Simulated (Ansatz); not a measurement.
# LiCo2O4: which shell does photoemission see at 21.2 and 100 eV? (LDA)

The valence band of LiCo2O4 mixes several shells. Work out by hand which one leads the spectrum's area at each photon energy.

Filled states come from the projected DOS of Ansatz 0.2.0 (LDA+U, plane waves); cross sections σ and asymmetry parameters β are those of free atoms in a Dirac–Hartree–Slater calculation. A shell's area is states × σ × angular factor, which is 1 + β·P₂(cos θ) for linear light, with θ = 54.7° from the polarisation and P₂ = 0.001.

**At 21.2 eV** (states counted from 11.2 eV below the zero; other shells add 0.24 to the products' sum of 125):

| shell | filled states a cell | cross section (Mb an electron) | β | angular factor | product | share by hand (%) | share in the simulated spectrum (%) |
| --- | --- | --- | --- | --- | --- | --- | --- |
| Co 3d | 28.86 | 0.697 | -0.20 | 1.00 | 20.1 | 16 | 16 |
| O 2s | 0.81 | 0 | 0.00 | 1.00 | 0 | 0 | 0 |
| O 2p | 38.53 | 2.73 | 0.81 | 1.00 | 105 | 84 | 84 |

**At 100 eV** (states counted from 20.8 eV below the zero; other shells add 0.064 to the products' sum of 38.4):

| shell | filled states a cell | cross section (Mb an electron) | β | angular factor | product | share by hand (%) | share in the simulated spectrum (%) |
| --- | --- | --- | --- | --- | --- | --- | --- |
| Co 3d | 29.57 | 0.794 | 0.75 | 1.00 | 23.5 | 61 | 61 |
| O 2s | 14.47 | 0.263 | 2.00 | 1.00 | 3.81 | 10 | 10 |
| O 2p | 38.75 | 0.285 | 1.50 | 1.00 | 11.1 | 29 | 29 |

O 2p leads at 21.2 eV and Co 3d at 100 eV. Between the two energies σ of O 2p changes by a factor 0.10 and that of Co 3d by 1.1, so their ratio moves 11-fold in favour of the second. The simulated spectrum uses the same rule on the energy-resolved DOS, so the two share columns agree within a few points.

Only crystals where the two columns agree within 4 points and the lead is clear are worked in this form. Free-atom cross sections ignore the solid's final states, no escape depth or background enters, and the count of states a shell hangs on the projection.
